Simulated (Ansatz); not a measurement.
**Lattice dynamics of ZrSeS monolayer, Janus**

Wanted: phonon frequencies of ZrSeS monolayer, Janus and what follows from them.

Calculated with Ansatz 0.2.0; DFT PBEsol, scalar-relativistic, plane waves, PAW; PAW set soft_1.

## Step 1: The starting structure

The cell holds 3 atoms: 1 Zr, 1 S and 1 Se. Cell: a = 3.750 Å, b = 3.750 Å, c = 20.000 Å, α = 90.0°, β = 90.0°, γ = 120.0°. It derives from ZrSeS. Vacuum lies along c.

## Step 2: Rough relaxation

A rough relaxation comes first, because large forces or stress need no tight tolerances yet.

The program solves this slab on a cell height of its own, 30.0 Å, in place of the one typed.

input.yaml reads:

```yaml
crystal:
  lattice:
    - [3.75, 0.0, 0.0]
    - [-1.875, 3.2476, 0.0]
    - [0.0, 0.0, 20.0]
  atoms:
    - { symbol: Zr, position: [0.0, 0.0, 0.5] }
    - { symbol: S, position: [0.333333, 0.666667, 0.575] }
    - { symbol: Se, position: [0.666667, 0.333333, 0.42] }
  periodic: [true, true, false]
kpoints:
  mp_grid: { grid: [6, 6, 1] }
hamiltonian:
  xc: pbesol
  pseudopotentials: { kind: paw, azcp: { folder: soft_1 }, xc_functional: pbe }
scf:
  occupations: { method: gaussian, width: 0.1 }
output:
  forces: true
  stress: true
  eigenvalues: true
relax:
  adjacent_minimum: "off"
  f_tol: 0.05
  max_steps: 80
  cell: { stress_2d_tol: 0.02 }
```

Started as:

```console
$ ansatz run input.yaml --threads 4 --pin off --max-ram 16384MiB --backend cpu --events-out ev --progress --plain --runs-dir out
```

Numbers of over 12 decimals in the logs are rounded to 6 here.

Output:

```text
[...]
F+E_penalty+E_count = -10442.08377247 eV   max|allowed force component| = 2.750e-2 eV/Å   (the final SCF, on the basis selected at the relaxed cell)
  cell:  # Å, volume = 354.7409 Å³
    - [3.695130, 0.0, 0]
    - [-1.847565, 3.200076, 0]
    - [0, 0, 30.0]
  atoms:
    - { symbol: Zr, position: [0, 0, 0.334899] }
    - { symbol: S, position: [0.333333, 0.666667, 0.380993] }
    - { symbol: Se, position: [0.666667, 0.333333, 0.280775] }
[key lines of the parts left out:]
SCF converged after 9 iterations
Free energy (F): -10442.083772 eV
Fermi energy:    -5.505456 eV
P = ½ c Tr σ = 0.0050 N/m
```

Run time: 12 s. Hardware: 4 threads of Arm Neoverse V1, shared host; peak memory 0.63 GiB.

Step by step:

```
step  energy less that of the first step (eV)  largest force component (eV/Å)  volume (Å³)
   1                                   0.0000                          1.1629       365.36
   2                                   0.0269                          1.4415       358.90
   3                                  -0.0985                          0.1103       356.37
   4                                  -0.0997                          0.0277       354.74
  5*                                  -0.0996                          0.0275       354.74
```

Relaxation steps marked * repeat the geometry before them on a plane-wave basis chosen anew for their cell, so energy and pressure can jump there. Relaxation step 2 was tried and not accepted.

Forces are held to the 6 operations that the run works with; a distortion that breaks them can't arise in this run.

```
cell as run  before  after  change
      a (Å)   3.750  3.695  -1.5 %
      b (Å)   3.750  3.695  -1.5 %
```

The atoms that moved most (Å, along periodic axes as changes of fractional coordinates times the final cell, across vacuum about the mean position):

```
atom     dx     dy      dz  length
  S2  0.000  0.000  -0.070   0.070
 Zr1  0.000  0.000   0.047   0.047
 Se3  0.000  0.000   0.023   0.023
```

The relaxed structure:

```xyz
3
Lattice="3.6951 0.0000 0.0000 -1.8476 3.2001 0.0000 0.0000 0.0000 30.0000" Properties=species:S:1:pos:R:3
Zr    0.0000    0.0000   10.0470
S     0.0000    2.1334   11.4298
Se    1.8476    1.0667    8.4233
```

This step gave:

```
gap on the k-mesh  : 0.6070 eV
direct gap on mesh : 1.191 eV
area per atom      : 3.942 Å²
```

The relaxation ends with a largest force component of 0.028 eV/Å.

## Step 3: Relaxation, k-mesh 9×9×1

The cell and atoms are relaxed, since residual forces and stress would shift the frequencies.

input.yaml, the sections that differ from step 2:

```yaml
crystal:
  lattice:
    - [3.6951295221, 0.0, 0.0]
    - [-1.847564761, 3.2000760364, 0.0]
    - [0.0, 0.0, 30.0]
  atoms:
    - { symbol: Zr, position: [0.0, 0.0, 0.3348986499] }
    - { symbol: S, position: [0.3333333333, 0.6666666667, 0.3809929149] }
    - { symbol: Se, position: [0.6666666667, 0.3333333333, 0.2807751019] }
  periodic: [true, true, false]
kpoints:
  mp_grid: { grid: [9, 9, 1] }
scf:
  occupations: { method: gaussian, width: 0.02 }
relax:
  adjacent_minimum: "off"
  f_tol: 0.005
  max_steps: 80
  cell: { stress_2d_tol: 0.02 }
# hamiltonian, output: as in step 2
```

Output:

```text
[...]
Crystal: 3 atoms, lattice volume = 354.741 Å³
Basis set: ecut = 420 eV, 6977 PW (Γ), exchange–correlation on 50×50×432 points (8 copies of the dense FFT grid, shifted against one another)
Bands: 21, of which v1, the nominal top of the filled ones, is band 17 counted from 1 (16 counted from 0)
Symmetry: 6 space group operations
[...]
k-points: 12 of 81 (time reversal used)
[...]
--- Relaxed structure (5 steps of the walk, 4 accepted, 1 SCFs on fresh bases) ---
[...]
cell:  # Å, volume = 353.0608 Å³
    - [3.686369, -2.8799033894004616e-11, 0]
    - [-1.843185, 3.192489, 0]
    - [0, 0, 30.0]
  atoms:
    - { symbol: Zr, position: [0, 0, 0.334926] }
    - { symbol: S, position: [0.333333, 0.666667, 0.381235] }
    - { symbol: Se, position: [0.666667, 0.333333, 0.280506] }
[key lines of the parts left out:]
SCF converged after 8 iterations
Free energy (F): -10442.100667 eV
Fermi energy:    -5.487883 eV
P = ½ c Tr σ = 0.0001 N/m
```

It took 21 s on 4 threads; peak memory 0.65 GiB; 79 s of CPU time.

Step by step:

```
step  energy less that of the first step (eV)  largest force component (eV/Å)  volume (Å³)
   1                                   0.0000                          0.0508       354.74
   2                                   0.0003                          0.1200       352.81
   3                                  -0.0005                          0.0090       353.40
   4                                  -0.0005                          0.0051       353.13
   5                                  -0.0005                          0.0006       353.06
  6*                                  -0.0005                          0.0006       353.06
```

Relaxation steps marked * repeat the geometry before them on a plane-wave basis chosen anew for their cell, so energy and pressure can jump there. Relaxation step 2 was tried and not accepted.

Forces are held to the 6 operations that the run works with; a distortion that breaks them can't arise in this run.

```
cell as run  before  after  change
      a (Å)   3.695  3.686  -0.2 %
      b (Å)   3.695  3.686  -0.2 %
```

Final coordinates:

```
Zr S Se
1.0
     3.68637    0.00000    0.00000
    -1.84318    3.19249    0.00000
     0.00000    0.00000   30.00000
Zr S Se
1 1 1
Direct
  0.00000 0.00000 0.33493
  0.33333 0.66667 0.38124
  0.66667 0.33333 0.28051
```

This step gave:

| Item | Value |
| --- | --- |
| gap on the k-mesh | 0.5967 eV |
| direct gap on mesh | 1.195 eV |
| area per atom | 3.923 Å² |

## Step 4: Bringing the structure to rest, k-mesh 12×12×1

The relaxation is repeated from its end, on the mesh and smearing that suit the cell and gap now reached.

input.yaml, the sections that differ from step 3:

```yaml
crystal:
  lattice:
    - [3.68636921, 0.0, 0.0]
    - [-1.843184605, 3.1924893836, 0.0]
    - [0.0, 0.0, 30.0]
  atoms:
    - { symbol: Zr, position: [0.0, 0.0, 0.3349255202] }
    - { symbol: S, position: [0.3333333333, 0.6666666667, 0.3812351373] }
    - { symbol: Se, position: [0.6666666667, 0.3333333333, 0.2805060093] }
  periodic: [true, true, false]
kpoints:
  mp_grid: { grid: [12, 12, 1] }
output:
  forces: true
  stress: true
  eigenvalues: true
  write_density: true
  write_potential: true
  elf: true
  volumetric_format: npy
# hamiltonian, scf, relax: as in step 3
```

Output:

```text
[...]
Crystal: 3 atoms, lattice volume = 353.061 Å³
Basis set: ecut = 420 eV, 6905 PW (Γ), exchange–correlation on 50×50×432 points (8 copies of the dense FFT grid, shifted against one another)
Bands: 21, of which v1, the nominal top of the filled ones, is band 17 counted from 1 (16 counted from 0)
Symmetry: 6 space group operations
[...]
k-points: 19 of 144 (time reversal used)
[...]
--- Relaxed structure (1 steps of the walk, 1 accepted, 1 SCFs on fresh bases) ---
[...]
cell:  # Å, volume = 353.0608 Å³
    - [3.686369, 0.0, 0.0]
    - [-1.843185, 3.192489, 0.0]
    - [0.0, 0.0, 30.0]
  atoms:
    - { symbol: Zr, position: [0.0, 0.0, 0.3349255202] }
    - { symbol: S, position: [0.333333, 0.666667, 0.3812351373] }
    - { symbol: Se, position: [0.666667, 0.333333, 0.2805060093] }
[key lines of the parts left out:]
SCF converged after 8 iterations
Free energy (F): -10442.102356 eV
Fermi energy:    -5.498601 eV
P = ½ c Tr σ = -0.0186 N/m
```

It took 12 s on 4 threads; peak memory 0.68 GiB.

Little changed from the start: no atom moved by 0.005 Å and no cell edge by 0.1 %.

Numbers from this step:

- gap on the k-mesh: 0.5774 eV
- direct gap on mesh: 1.197 eV

## Step 5: Relaxing to small forces for the phonons

Phonons need a cell at rest on their own settings, so the relaxation is repeated with tight tolerances on forces and stress on the k mesh and occupations of the first response run.

input.yaml, as its differences from that of step 4:

```diff
@@ -16,3 +16,3 @@
 scf:
-  occupations: { method: gaussian, width: 0.02 }
+  occupations: { method: fixed }
 output:
@@ -27,4 +27,4 @@
   adjacent_minimum: "off"
-  f_tol: 0.005
-  max_steps: 80
-  cell: { stress_2d_tol: 0.02 }
+  f_tol: 0.001
+  max_steps: 60
+  cell: { stress_2d_tol: 0.002 }
```

Output:

```text
[...]
Crystal: 3 atoms, lattice volume = 353.061 Å³
Basis set: ecut = 420 eV, 6905 PW (Γ), exchange–correlation on 50×50×432 points (8 copies of the dense FFT grid, shifted against one another)
Bands: 21, of which v1, the nominal top of the filled ones, is band 17 counted from 1 (16 counted from 0)
Symmetry: 6 space group operations
[...]
k-points: 19 of 144 (time reversal used)
[...]
k-point 18: bands = [... 13 lower, -9.2858, -8.0902, -7.8777, -7.8117, -3.8111, -3.2924, -3.0386, -1.0919]
--- Relaxed structure (4 steps of the walk, 4 accepted, 1 SCFs on fresh bases) ---
[...]
cell:  # Å, volume = 352.8626 Å³
    - [3.685334, 0.0, 0]
    - [-1.842667, 3.191593, 0]
    - [0, 0, 30.0]
  atoms:
    - { symbol: Zr, position: [0, 0, 0.334928] }
    - { symbol: S, position: [0.333333, 0.666667, 0.381258] }
    - { symbol: Se, position: [0.666667, 0.333333, 0.280480] }
[key lines of the parts left out:]
SCF converged after 11 iterations
Free energy (F): -10442.102362 eV
Fermi energy:    -5.784075 eV
P = ½ c Tr σ = -0.0003 N/m
```

Elapsed: 28 s, on 4 threads; peak memory 0.69 GiB.

Little changed from the start: no atom moved by 0.005 Å and no cell edge by 0.1 %.

This step gave:

```yaml
gap_on_the_k_mesh: 0.5727 eV
direct_gap_on_mesh: 1.196 eV
area_per_atom: 3.921 Å²
```

ELF in the ac plane at fractional y = 0.333, with atoms of Se within 0.2 Å of it. It is the smooth field of the valence electrons, not physical close to the nuclei.

Values, 24 rows by 14 columns, each cell a mean:
```
0.00 0.00 0.00 0.00 0.00 0.00 0.00 0.00 0.00 0.00 0.00 0.00 0.00 0.00
0.00 0.00 0.00 0.00 0.00 0.00 0.00 0.00 0.00 0.00 0.00 0.00 0.00 0.00
0.00 0.00 0.00 0.00 0.00 0.00 0.00 0.00 0.00 0.00 0.00 0.00 0.00 0.00
0.00 0.00 0.00 0.00 0.00 0.00 0.00 0.00 0.00 0.00 0.00 0.00 0.00 0.00
0.00 0.00 0.00 0.00 0.00 0.00 0.00 0.00 0.00 0.00 0.00 0.00 0.00 0.00
0.00 0.00 0.00 0.00 0.00 0.00 0.00 0.00 0.00 0.00 0.00 0.00 0.00 0.00
0.00 0.00 0.00 0.00 0.00 0.00 0.00 0.00 0.00 0.00 0.00 0.00 0.00 0.00
0.00 0.00 0.00 0.00 0.00 0.00 0.00 0.00 0.00 0.00 0.00 0.00 0.00 0.00
0.00 0.00 0.00 0.00 0.00 0.00 0.00 0.00 0.00 0.00 0.00 0.00 0.00 0.00
0.00 0.00 0.00 0.00 0.00 0.00 0.00 0.00 0.00 0.00 0.00 0.00 0.00 0.00
0.00 0.00 0.00 0.00 0.00 0.00 0.00 0.00 0.00 0.00 0.00 0.00 0.00 0.00
0.00 0.00 0.00 0.00 0.00 0.00 0.00 0.00 0.00 0.00 0.00 0.00 0.00 0.00
0.00 0.01 0.01 0.01 0.01 0.00 0.00 0.00 0.00 0.00 0.00 0.00 0.00 0.00
0.19 0.27 0.30 0.29 0.23 0.14 0.06 0.02 0.01 0.00 0.00 0.01 0.03 0.09
0.67 0.75 0.79 0.77 0.71 0.56 0.33 0.15 0.05 0.02 0.03 0.09 0.24 0.46
0.28 0.33 0.36 0.34 0.29 0.24 0.19 0.17 0.17 0.18 0.17 0.16 0.17 0.21
0.34 0.19 0.12 0.15 0.27 0.45 0.60 0.66 0.63 0.58 0.60 0.66 0.63 0.53
0.58 0.28 0.11 0.19 0.47 0.71 0.79 0.74 0.57 0.47 0.51 0.69 0.78 0.77
0.16 0.04 0.01 0.03 0.10 0.29 0.47 0.58 0.64 0.66 0.65 0.61 0.52 0.38
0.00 0.00 0.00 0.00 0.00 0.01 0.03 0.05 0.07 0.08 0.08 0.06 0.04 0.02
0.00 0.00 0.00 0.00 0.00 0.00 0.00 0.00 0.00 0.00 0.00 0.00 0.00 0.00
0.00 0.00 0.00 0.00 0.00 0.00 0.00 0.00 0.00 0.00 0.00 0.00 0.00 0.00
0.00 0.00 0.00 0.00 0.00 0.00 0.00 0.00 0.00 0.00 0.00 0.00 0.00 0.00
0.00 0.00 0.00 0.00 0.00 0.00 0.00 0.00 0.00 0.00 0.00 0.00 0.00 0.00
```
Columns run along a (3.7 Å), rows up along c (30.0 Å). Atoms in or near the plane, at fractional coordinates: Se at (0.67, 0.28).

Valence density in the ac plane at fractional y = 0.333, with atoms of Se within 0.2 Å of it. It is the smooth field of the valence electrons, not physical close to the nuclei.

Ten steps, logarithmic in the rise over the least value, from '0' (0 e/Å³) to '9' (19 e/Å³), each cell a mean:
```
00000000000000
00000000000000
00000000000000
00000000000000
00000000000000
00000000000000
00000000000000
00000000000000
00000000000000
00000000000000
00000000000000
00000000000000
00000000000000
00000000000000
11221100000001
12222110000011
11111123565322
10001134899632
00000000010000
00000000000000
00000000000000
00000000000000
00000000000000
00000000000000
```
Columns run along a (3.7 Å), rows up along c (30.0 Å). Atoms in or near the plane, at fractional coordinates: Se at (0.67, 0.28).

Electrostatic potential energy in the ac plane at fractional y = 0.333, with atoms of Se within 0.2 Å of it. With pseudopotentials it is smooth inside the atoms' cores, unlike the true potential.

Values in eV, 24 rows by 14 columns, each cell a mean:
```
  0   0   0   0   0   0   0   0   0   0   0   0   0   0
  0   0   0   0   0   0   0   0   0   0   0   0   0   0
  0   0   0   0   0   0   0   0   0   0   0   0   0   0
  0   0   0   0   0   0   0   0   0   0   0   0   0   0
  0   0   0   0   0   0   0   0   0   0   0   0   0   0
  0   0   0   0   0   0   0   0   0   0   0   0   0   0
  0   0   0   0   0   0   0   0   0   0   0   0   0   0
  0   0   0   0   0   0   0   0   0   0   0   0   0   0
  0   0   0   0   0   0   0   0   0   0   0   0   0   0
  0   0   0   0   0   0   0   0   0   0   0   0   0   0
  0   0   0   0   0   0   0   0   0   0   0   0   0   0
  0   0   0   0   0   0   0   0   0   0   0   0   0   0
  0   0   0   0   0   0   0   0   0   0   0   0   0   0
  0   0   0   0   0   0   0   0   0   0   0   0   0   0
 -4  -5  -6  -6  -5  -3  -2  -1  -1  -1  -1  -1  -2  -2
 -9 -11 -12 -11 -10  -8  -5  -4  -3  -3  -3  -3  -5  -7
 -8  -8  -9  -8  -8  -8  -9 -10 -10  -9  -9 -10  -9  -8
 -3  -2  -1  -2  -3  -6 -11 -12  -8  -6  -7 -11 -11  -8
  0   0   0   0   0   0  -1  -1  -2  -2  -2  -2  -1  -1
  0   0   0   0   0   0   0   0   0   0   0   0   0   0
  0   0   0   0   0   0   0   0   0   0   0   0   0   0
  0   0   0   0   0   0   0   0   0   0   0   0   0   0
  0   0   0   0   0   0   0   0   0   0   0   0   0   0
  0   0   0   0   0   0   0   0   0   0   0   0   0   0
```
Columns run along a (3.7 Å; values clipped at the 3rd and 97th percentile), rows up along c (30.0 Å). Atoms in or near the plane, at fractional coordinates: Se at (0.67, 0.28).

The largest force component left is 0.099 meV/Å, within the tolerances set.

[end of part 1 of 4]

[Logs are printed without paths, hosts, clocks, repeated set-up lines and the standing remarks that a program may print on its own settings, such as how far it seeks lower states.]

[Hosts, paths, dates, database ids (printed as entryN), source tags and the programs' standing remarks are cut or masked in the printed files.]
